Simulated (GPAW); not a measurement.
## Screening of a field by Ti2NOS MXene monolayer

Wanted: the out-of-plane polarisability of Ti2NOS MXene monolayer.

Method: GPAW, PAW setups; layer in a repeated cell with vacuum, relaxation of atoms and in-plane cell, in the first sound run; inputs show where later runs differ, in GPAW 26.7.0.

## (1) The structure

The cell holds 5 atoms: 1 S, 2 Ti, 1 N and 1 O. Cell: a = 3.029 Å, b = 3.029 Å, c = 23.326 Å, α = 90.0°, β = 90.0°, γ = 120.0°. Vacuum lies along c.

## (2) Relaxing the atoms

Forces are removed first; all later runs use this geometry.

The input, run.py:

```python
import json
import numpy as np
from ase import Atoms
from ase.filters import FrechetCellFilter
from ase.optimize import BFGS
from gpaw import GPAW, PW

slab = Atoms(
    ['S', 'Ti', 'N', 'Ti', 'O'],
    positions=[
        [-0.00000, 1.74864, 9.00000],
        [1.51437, 0.87432, 10.77267],
        [0.00000, 0.00000, 11.96773],
        [-0.00000, 1.74864, 13.16279],
        [1.51437, 0.87432, 14.32565]],
    cell=[[3.02874, 0.0, 0.0], [-1.51437, 2.62297, 0.0], [0.0, 0.0, 23.3256]],
    pbc=[True, True, True])

slab.calc = GPAW(mode=PW(600), xc='PBE', kpts={'size': (12, 12, 1), 'gamma': True},
                 occupations={'name': 'fermi-dirac', 'width': 0.05}, nbands='160%',
                 convergence={'density': 1e-05}, maxiter=200,
                 symmetry={'tolerance': 1e-3}, txt='slab.txt')
result = {}
# The in-plane cell is free; stress needs a cell that repeats along all three vectors
path = []
opt = BFGS(FrechetCellFilter(slab, mask=[1, 1, 0, 0, 0, 1]), maxstep=0.2)
opt.attach(lambda: path.append((slab.get_potential_energy(), slab.positions.tolist(), slab.get_forces().tolist())))
result['relaxed'] = bool(opt.run(fmax=0.02, steps=45))
result['path'] = path
result['cell'] = slab.cell.tolist()
print('in-plane lattice', slab.cell.cellpar().round(4)[[0, 1, 5]])
energy = slab.get_potential_energy()
fermi = slab.calc.get_fermi_level()
v = slab.calc.get_electrostatic_potential().mean((0, 1)) - fermi
n = slab.calc.get_pseudo_density().mean((0, 1))
L = slab.cell[2, 2]
z = np.arange(len(v)) * L / len(v)
low, high = slab.positions[:, 2].min(), slab.positions[:, 2].max()
below, above = np.interp([low - 6.8, high + 6.8], z, v)
slopes = [np.interp(x, z, np.gradient(v, z)) for x in (low - 6.8, high + 6.8)]
eps = np.array([[slab.calc.get_eigenvalues(k, s) for k in range(len(slab.calc.get_ibz_k_points()))]
                for s in range(slab.calc.get_number_of_spins())]) - fermi
top, bottom = eps[eps < 0].max(), eps[eps > 0].min()
dipole = slab.get_dipole_moment()[2]
print(f'energy {energy:.4f} eV, Fermi level {fermi:.4f} eV, dipole {dipole:.5f} e A')
print(f'potential 6.8 A off the faces, from the Fermi level: lower {below:.4f} eV, upper {above:.4f} eV')
print(f'slope of the potential there: lower {slopes[0]:.5f}, upper {slopes[1]:.5f} eV/A')
print(f'nearest levels on the mesh: {top:.4f} and {bottom:.4f} eV')
print('magnetic moment', round(slab.get_magnetic_moment(), 3))
result.update(energy=energy, fermi=fermi, dipole=dipole, below=below, above=above, slopes=slopes, edges=[top, bottom],
              z=z.tolist(), v=v.tolist(), n=n.tolist(), positions=slab.positions.tolist(),
              forces=slab.get_forces(apply_constraint=False).tolist(), moments=slab.get_magnetic_moments().tolist())
json.dump(result, open('result.json', 'w'))
```

Launch:

```
> OMP_NUM_THREADS=1 OPENBLAS_NUM_THREADS=1 python run.py
```

Log:

```text
Step          Energy          fmax
BFGS:    0      -39.586970        3.453755
BFGS:    1      -39.893156        1.934325
BFGS:    2      -40.055746        0.809316
BFGS:    3      -40.069646        0.542529
BFGS:    4      -40.112161        0.366127
BFGS:    5      -40.123037        0.272752
BFGS:    6      -40.133151        0.176340
BFGS:    7      -40.139835        0.138678
BFGS:    8      -40.145890        0.089837
BFGS:    9      -40.149306        0.096226
BFGS:   10      -40.152879        0.072182
BFGS:   11      -40.154623        0.033289
BFGS:   12      -40.155217        0.019782
in-plane lattice [  3.0511   3.0511 120.    ]
energy -40.1474 eV, Fermi level -0.9849 eV, dipole -0.00521 e A
potential 6.8 A off the faces, from the Fermi level: lower 5.6195 eV, upper 5.6427 eV
slope of the potential there: lower -0.00494, upper -0.00481 eV/A
nearest levels on the mesh: -0.0297 and 0.1060 eV
magnetic moment 0.0
```

The job ended after 18 min (1 thread of Arm Neoverse V2, shared host; peak memory 0.53 GiB).

This run has no spin polarisation, although Ti can carry a moment.

Numbers from this step:

| Item | Value |
| --- | --- |
| dipole along the normal | -0.005210 e·Å |
| levels nearest the Fermi level on the mesh | -0.02975, 0.1060 eV from the Fermi level |

The electrostatic potential energy of an electron (without an applied field's), less the Fermi level, planar mean oscillates, so the rows of the table below give means over windows of 1 Å about each position, cut where the curve ends. Its maxima inside the range that stand out by 2 % of the span (Å: eV): 9.9: -4.91, 11.5: -6.95, 12.4: -6.67, 13.8: -11.6. Its minima: 9.2: -20.5, 10.7: -18.7, 11.9: -13.4, 13.2: -19.3, 14.1: -13.0.

Electrostatic potential energy of an electron (without an applied field's), less the Fermi level, planar mean against z; means over each step:

z (Å), electrostatic potential energy of an electron (without an applied field's), less the Fermi level, planar mean (eV) and a bar from the least value:
```
        0        5.6 ##############################
        1        5.6 ##############################
        2        5.6 ##############################
        3        5.6 ##############################
        4        5.6 ##############################
        5        5.6 ##############################
        6        5.6 ##############################
        7        5.5 ##############################
        8        3.5 ###########################
        9      -13.1 ##
       10       -8.2 #########
       11      -13.8 #
       12       -9.7 #######
       13      -14.6 
       14      -10.9 #####
       15        3.6 ###########################
       16        5.6 ##############################
       17        5.7 ##############################
       18        5.7 ##############################
       19        5.7 ##############################
       20        5.6 ##############################
       21        5.6 ##############################
       22        5.6 ##############################
       23        5.6 ##############################
```

The pseudo valence density, planar mean oscillates, so the rows of the table below give means over windows of 1 Å about each position, cut where the curve ends. Its maxima inside the range that stand out by 2 % of the span (Å: e/Å³): 9.5: 0.526, 10.7: 1.51, 11.9: 0.723, 13.3: 1.52, 14.0: 0.968. Its minima: 9.8: 0.456, 11.4: 0.595, 12.4: 0.560, 13.8: 0.932.

Pseudo valence density, planar mean against z; means over each step:

z (Å), pseudo valence density, planar mean (e/Å³) and a bar:
```
        5       0.00 
        6       0.00 
        7       0.00 
        8       0.11 ###
        9       0.43 ############
       10       0.61 #################
       11       1.07 #############################
       12       0.66 ##################
       13       1.11 ##############################
       14       0.92 #########################
       15       0.16 ####
       16       0.00 
       17       0.00
```

The relaxation lowered the energy of the cell by 0.572 eV (energies extrapolated to zero smearing; the optimiser's log prints free energies). The largest force left on a free atom is 0.020 eV/Å.

## (3) Plane waves, PBE

The work function is the vacuum plateau of the electrostatic potential less the Fermi level; a dipole layer lets the two faces have plateaus of their own.

This step: GPAW, PAW setups; slab in vacuum (GPAW 26.7.0).

The cell differs from the one that the last finished run ended in (c 23.326 → 22.982 Å).

Edit run.py of step 2 so:

```diff
@@ -3,4 +3,2 @@
 from ase import Atoms
-from ase.filters import FrechetCellFilter
-from ase.optimize import BFGS
 from gpaw import GPAW, PW
@@ -10,23 +8,16 @@
     positions=[
-        [-0.00000, 1.74864, 9.00000],
-        [1.51437, 0.87432, 10.77267],
-        [0.00000, 0.00000, 11.96773],
-        [-0.00000, 1.74864, 13.16279],
-        [1.51437, 0.87432, 14.32565]],
-    cell=[[3.02874, 0.0, 0.0], [-1.51437, 2.62297, 0.0], [0.0, 0.0, 23.3256]],
-    pbc=[True, True, True])
+        [0.00000, 1.76154, 9.00000],
+        [1.52554, 0.88077, 10.59020],
+        [0.00000, 0.00000, 11.80525],
+        [0.00000, 1.76154, 13.05813],
+        [1.52554, 0.88077, 13.98159]],
+    cell=[[3.05109, -0.0, 0.0], [-1.52554, 2.64232, 0.0], [0.0, 0.0, 22.9816]],
+    pbc=[True, True, False])
 
-slab.calc = GPAW(mode=PW(600), xc='PBE', kpts={'size': (12, 12, 1), 'gamma': True},
+slab.calc = GPAW(mode=PW(500), xc='PBE', kpts={'size': (12, 12, 1), 'gamma': True},
                  occupations={'name': 'fermi-dirac', 'width': 0.05}, nbands='160%',
                  convergence={'density': 1e-05}, maxiter=200,
+                 poissonsolver={'dipolelayer': 'xy'},
                  symmetry={'tolerance': 1e-3}, txt='slab.txt')
 result = {}
-# The in-plane cell is free; stress needs a cell that repeats along all three vectors
-path = []
-opt = BFGS(FrechetCellFilter(slab, mask=[1, 1, 0, 0, 0, 1]), maxstep=0.2)
-opt.attach(lambda: path.append((slab.get_potential_energy(), slab.positions.tolist(), slab.get_forces().tolist())))
-result['relaxed'] = bool(opt.run(fmax=0.02, steps=45))
-result['path'] = path
-result['cell'] = slab.cell.tolist()
-print('in-plane lattice', slab.cell.cellpar().round(4)[[0, 1, 5]])
 energy = slab.get_potential_energy()
```

Log:

```text
energy -39.3449 eV, Fermi level -0.9143 eV, dipole -0.00374 e A
potential 6.8 A off the faces, from the Fermi level: lower 5.5959 eV, upper 5.6731 eV
slope of the potential there: lower -0.00092, upper 0.00047 eV/A
nearest levels on the mesh: -0.0302 and 0.1082 eV
magnetic moment 0.0
```

Wall time 60 s (1 thread); peak memory 0.25 GiB.

Numbers from this step:

```yaml
dipole_along_the_normal: -0.003738 e·Å
levels_nearest_the_fermi_level_on_the_mesh: -0.03023, 0.1082 eV from the Fermi level
upper_work_function: 5.673 eV
lower_work_function: 5.596 eV
```

The electrostatic potential energy of an electron (without an applied field's), less the Fermi level, planar mean oscillates, so the rows of the table below give means over windows of 1 Å about each position, cut where the curve ends. Its maxima inside the range that stand out by 2 % of the span (Å: eV): 9.8: -4.90, 11.3: -7.04, 12.3: -6.72, 13.7: -11.7. Its minima: 9.0: -20.5, 10.6: -18.7, 11.8: -13.6, 13.0: -19.2, 13.9: -13.0.

The electrostatic potential energy of an electron (without an applied field's), less the Fermi level, planar mean by z; means over each step:

```tsv
z (Å)	electrostatic potential energy of an electron (without an applied field's), less the Fermi level, planar mean (eV)
0	5.61
1	5.60
2	5.60
3	5.60
4	5.59
5	5.59
6	5.59
7	5.45
8	2.25
9	-14.1
10	-9.38
11	-12.4
12	-9.77
13	-15.6
14	-8.70
15	4.52
16	5.64
17	5.67
18	5.67
19	5.67
20	5.67
21	5.67
22	5.67
```

The pseudo valence density, planar mean oscillates, so the rows of the table below give means over windows of 0.5 Å about each position, cut where the curve ends. Its maxima inside the range that stand out by 2 % of the span (Å: e/Å³): 9.38: 0.524, 10.53: 1.49, 11.87: 0.717, 13.02: 1.53. Its minima: 9.77: 0.450, 11.30: 0.587, 12.26: 0.570.

Pseudo valence density, planar mean against z; means over each step:

```tsv
z (Å)	pseudo valence density, planar mean (e/Å³)
5.5	5.1e-5
6.0	2.5e-4
6.5	0.00123
7.0	0.00600
7.5	0.0316
8.0	0.137
8.5	0.370
9.0	0.451
9.5	0.492
10.0	0.637
10.5	1.30
11.0	0.917
11.5	0.657
12.0	0.670
12.5	0.725
13.0	1.36
13.5	1.08
14.0	0.882
14.5	0.376
15.0	0.0601
15.5	0.00987
16.0	0.00158
16.5	2.7e-4
17.0	5.1e-5
```

Force by atom:

```tsv
atom	x (eV/Å)	y (eV/Å)	z (eV/Å)	size
S1	0.0000	0.0000	-0.0175	0.0175
Ti2	0.0000	0.0000	0.0012	0.0012
N3	0.0000	0.0000	0.0769	0.0769
Ti4	0.0000	0.0000	-0.0331	0.0331
O5	0.0000	0.0000	0.0133	0.0133
```

The potential is flat to 9.2e-4 eV/Å where it is read, so the vacuum is wide enough.

## (4) In a field

A uniform field along the normal polarises the slab; the atoms stay fixed, so this is the electronic response alone.

Edit run.py of step 3 so:

```diff
@@ -4,2 +4,3 @@
 from gpaw import GPAW, PW
+from gpaw.external import ConstantElectricField
 
@@ -20,2 +21,3 @@
                  poissonsolver={'dipolelayer': 'xy'},
+                 external=ConstantElectricField(-0.2, [0, 0, 1]),
                  symmetry={'tolerance': 1e-3}, txt='slab.txt')
```

Log:

```text
energy -39.3513 eV, Fermi level -0.8816 eV, dipole -0.06127 e A
potential 6.8 A off the faces, from the Fermi level: lower 4.9003 eV, upper 6.2766 eV
slope of the potential there: lower -0.00092, upper 0.00046 eV/A
nearest levels on the mesh: -0.0299 and 0.1063 eV
magnetic moment 0.0
```

It took 3.3 min on 1 thread; peak memory 0.54 GiB.

Numbers from this step:

```
dipole along the normal                                         : -0.06127 e·Å
levels nearest the Fermi level on the mesh                      : -0.02986, 0.1063 eV from the Fermi level
potential below the slab, the applied field's own ramp left out : 4.900 eV from the Fermi level
potential above the slab, the applied field's own ramp left out : 6.277 eV from the Fermi level
```

The electrostatic potential energy of an electron (without an applied field's), less the Fermi level, planar mean oscillates, so the rows of the table below give means over windows of 1 Å about each position, cut where the curve ends. Its maxima inside the range that stand out by 2 % of the span (Å: eV): 9.8: -5.23, 11.3: -7.08, 12.3: -6.57, 13.7: -11.3. Its minima: 9.0: -21.0, 10.6: -18.8, 11.8: -13.5, 13.0: -18.9, 13.9: -12.6.

Table of electrostatic potential energy of an electron (without an applied field's), less the Fermi level, planar mean by z; means over each step:

```tsv
z (Å)	electrostatic potential energy of an electron (without an applied field's), less the Fermi level, planar mean (eV)
0	5.16
1	4.90
2	4.90
3	4.90
4	4.90
5	4.90
6	4.89
7	4.77
8	1.62
9	-14.6
10	-9.67
11	-12.5
12	-9.67
13	-15.3
14	-8.23
15	5.10
16	6.24
17	6.27
18	6.28
19	6.28
20	6.28
21	6.28
22	6.28
```

Force by atom:

```tsv
atom	x (eV/Å)	y (eV/Å)	z (eV/Å)	size
S1	0.000	0.000	-0.017	0.017
Ti2	0.000	0.000	0.002	0.002
N3	0.000	0.000	0.089	0.089
Ti4	0.000	0.000	-0.113	0.113
O5	0.001	-0.001	0.079	0.079
```

The dipole is now -0.0613 e Å, against -0.0037 in the run without a field.

## (5) In a field

Edit run.py of step 4 so:

```diff
@@ -21,3 +21,3 @@
                  poissonsolver={'dipolelayer': 'xy'},
-                 external=ConstantElectricField(-0.2, [0, 0, 1]),
+                 external=ConstantElectricField(-0.1, [0, 0, 1]),
                  symmetry={'tolerance': 1e-3}, txt='slab.txt')
```

Log:

```text
energy -39.3467 eV, Fermi level -0.8977 eV, dipole -0.03233 e A
potential 6.8 A off the faces, from the Fermi level: lower 5.2476 eV, upper 5.9744 eV
slope of the potential there: lower -0.00092, upper 0.00046 eV/A
nearest levels on the mesh: -0.0300 and 0.1073 eV
magnetic moment 0.0
```

The job ended after 3.4 min (1 thread; peak memory 0.55 GiB).

Numbers from this step:

```yaml
dipole_along_the_normal: -0.03233 e·Å
levels_nearest_the_fermi_level_on_the_mesh: -0.03003, 0.1073 eV from the Fermi level
potential_below_the_slab_the_applied_field_s_own_ramp_left_out: 5.248 eV from the Fermi level
potential_above_the_slab_the_applied_field_s_own_ramp_left_out: 5.974 eV from the Fermi level
```

The electrostatic potential energy of an electron (without an applied field's), less the Fermi level, planar mean oscillates, so the rows of the table below give means over windows of 1 Å about each position, cut where the curve ends. Its maxima inside the range that stand out by 2 % of the span (Å: eV): 9.8: -5.06, 11.3: -7.06, 12.3: -6.64, 13.7: -11.5. Its minima: 9.0: -20.8, 10.6: -18.7, 11.8: -13.5, 13.0: -19.1, 13.9: -12.8.

The electrostatic potential energy of an electron (without an applied field's), less the Fermi level, planar mean by z; means over each step:

```tsv
z (Å)	electrostatic potential energy of an electron (without an applied field's), less the Fermi level, planar mean (eV)
0	5.39
1	5.25
2	5.25
3	5.25
4	5.25
5	5.25
6	5.24
7	5.11
8	1.93
9	-14.4
10	-9.52
11	-12.4
12	-9.72
13	-15.5
14	-8.46
15	4.81
16	5.94
17	5.97
18	5.97
19	5.97
20	5.97
21	5.97
22	5.97
```

Force by atom:

```tsv
atom	x (eV/Å)	y (eV/Å)	z (eV/Å)	size
S1	0.0000	0.0000	-0.0173	0.0173
Ti2	-0.0001	0.0001	0.0017	0.0017
N3	-0.0001	0.0000	0.0828	0.0828
Ti4	-0.0001	0.0001	-0.0733	0.0733
O5	0.0013	-0.0008	0.0461	0.0462
```

The dipole is now -0.0323 e Å, against -0.0037 in the run without a field.

## (6) Field on

Edit run.py of step 5 so:

```diff
@@ -21,3 +21,3 @@
                  poissonsolver={'dipolelayer': 'xy'},
-                 external=ConstantElectricField(-0.1, [0, 0, 1]),
+                 external=ConstantElectricField(-0.05, [0, 0, 1]),
                  symmetry={'tolerance': 1e-3}, txt='slab.txt')
```

Log:

```text
energy -39.3454 eV, Fermi level -0.9059 eV, dipole -0.01787 e A
potential 6.8 A off the faces, from the Fermi level: lower 5.4215 eV, upper 5.8237 eV
slope of the potential there: lower -0.00092, upper 0.00046 eV/A
nearest levels on the mesh: -0.0301 and 0.1077 eV
magnetic moment 0.0
```

Elapsed: 3.4 min, on 1 thread; peak memory 0.54 GiB.

## (7) Field on

Edit run.py of step 6 so:

```diff
@@ -21,3 +21,3 @@
                  poissonsolver={'dipolelayer': 'xy'},
-                 external=ConstantElectricField(-0.05, [0, 0, 1]),
+                 external=ConstantElectricField(0.05, [0, 0, 1]),
                  symmetry={'tolerance': 1e-3}, txt='slab.txt')
```

Log:

```text
energy -39.3451 eV, Fermi level -0.9228 eV, dipole 0.01110 e A
potential 6.8 A off the faces, from the Fermi level: lower 5.7705 eV, upper 5.5224 eV
slope of the potential there: lower -0.00092, upper 0.00046 eV/A
nearest levels on the mesh: -0.0303 and 0.1086 eV
magnetic moment 0.0
```

Run time: 3.2 min. Hardware: 1 thread; peak memory 0.54 GiB.

## (8) Field on

Edit run.py of step 7 so:

```diff
@@ -21,3 +21,3 @@
                  poissonsolver={'dipolelayer': 'xy'},
-                 external=ConstantElectricField(0.05, [0, 0, 1]),
+                 external=ConstantElectricField(0.1, [0, 0, 1]),
                  symmetry={'tolerance': 1e-3}, txt='slab.txt')
```

Log:

```text
energy -39.3461 eV, Fermi level -0.9314 eV, dipole 0.02558 e A
potential 6.8 A off the faces, from the Fermi level: lower 5.9452 eV, upper 5.3722 eV
slope of the potential there: lower -0.00092, upper 0.00046 eV/A
nearest levels on the mesh: -0.0304 and 0.1091 eV
magnetic moment 0.0
```

Elapsed: 3.2 min, on 1 thread; peak memory 0.55 GiB.

[end of part 1 of 2]

[Logs are printed without paths, hosts, clocks, repeated set-up lines and the standing remarks that a program may print on its own settings, such as how far it seeks lower states.]

[Hosts, paths, dates, database ids (printed as entryN), source tags and the programs' standing remarks are cut or masked in the printed files.]
